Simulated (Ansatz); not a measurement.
Some values are withheld and marked by numbers in brackets.

```
! title: RbMoF3 (cubic perovskite) (Pm-3m): Hubbard U and Hund's J by constrained RPA
! method: DFT, LDA, plane waves, PAW (and 1 further level or step)
! program: Ansatz 0.2.0
! settings of one run: cutoff 420 eV, 6×6×6 k-mesh, smearing width 0.08 eV, default PAW, coordination {"Mo": "octahedral"}, magnetic state non-magnetic by constraint
! cost: 3 runs, 2.6 min in all on 4 threads of Arm Neoverse V2, shared host (the runs of this entry)
! notes: The structure was built from a prototype and need not be the compound’s stable phase. This run has no spin polarisation, although Mo can carry a moment. The structure was relaxed with LDA. The structure type comes from a generator and need not be one that this composition takes. Limits: no spin-orbit coupling. The bands cross the Fermi level under this constraint, which need not be the crystal’s state: magnetic order, correlation or a lattice distortion may open a gap.
! Mo t2g: U 4.92 eV, U′ 4.17 eV, J 0.36 eV, bare V 13.0 eV
! Mo t2g + anion p: [1]
! method: constrained RPA on non-magnetic LDA, 4×4×4 mesh, static; search for lower states off
CELL_PARAMETERS angstrom
-4.15682 0.00000 0.00000
0.00000 0.00000 -4.15682
0.00000 -4.15682 0.00000
ATOMIC_POSITIONS crystal
Rb 0.00000 0.00000 0.00000
Mo 0.50000 0.50000 0.50000
F 0.50000 0.50000 0.00000
F 0.50000 0.00000 0.50000
F 0.00000 0.50000 0.50000
```

Q: Give the missing entries.

[1] Mo t2g + anion p (RbMoF3 (cubic perovskite)): U 5.39 eV, U′ 4.55 eV, J 0.40 eV, bare V 13.7 eV. With the window Mo t2g + anion p U becomes 5.39 eV and the bare V 13.70 eV, so U/V goes from 0.38 to 0.39; the change follows the shape of the functions more than the screening.

[Paths, hosts, dates, memory and timing lines, banners, echoed tables and standing remarks are left out of the program output.]

[Logs are printed without paths, hosts, clocks, repeated set-up lines and the standing remarks that a program may print on its own settings, such as how far it seeks lower states.]

[Runs of the session that timed out or met a known fault of the program may be left out.]

[Hosts, paths, dates, database ids (printed as entryN), source tags and the programs' standing remarks are cut or masked in the printed files.]
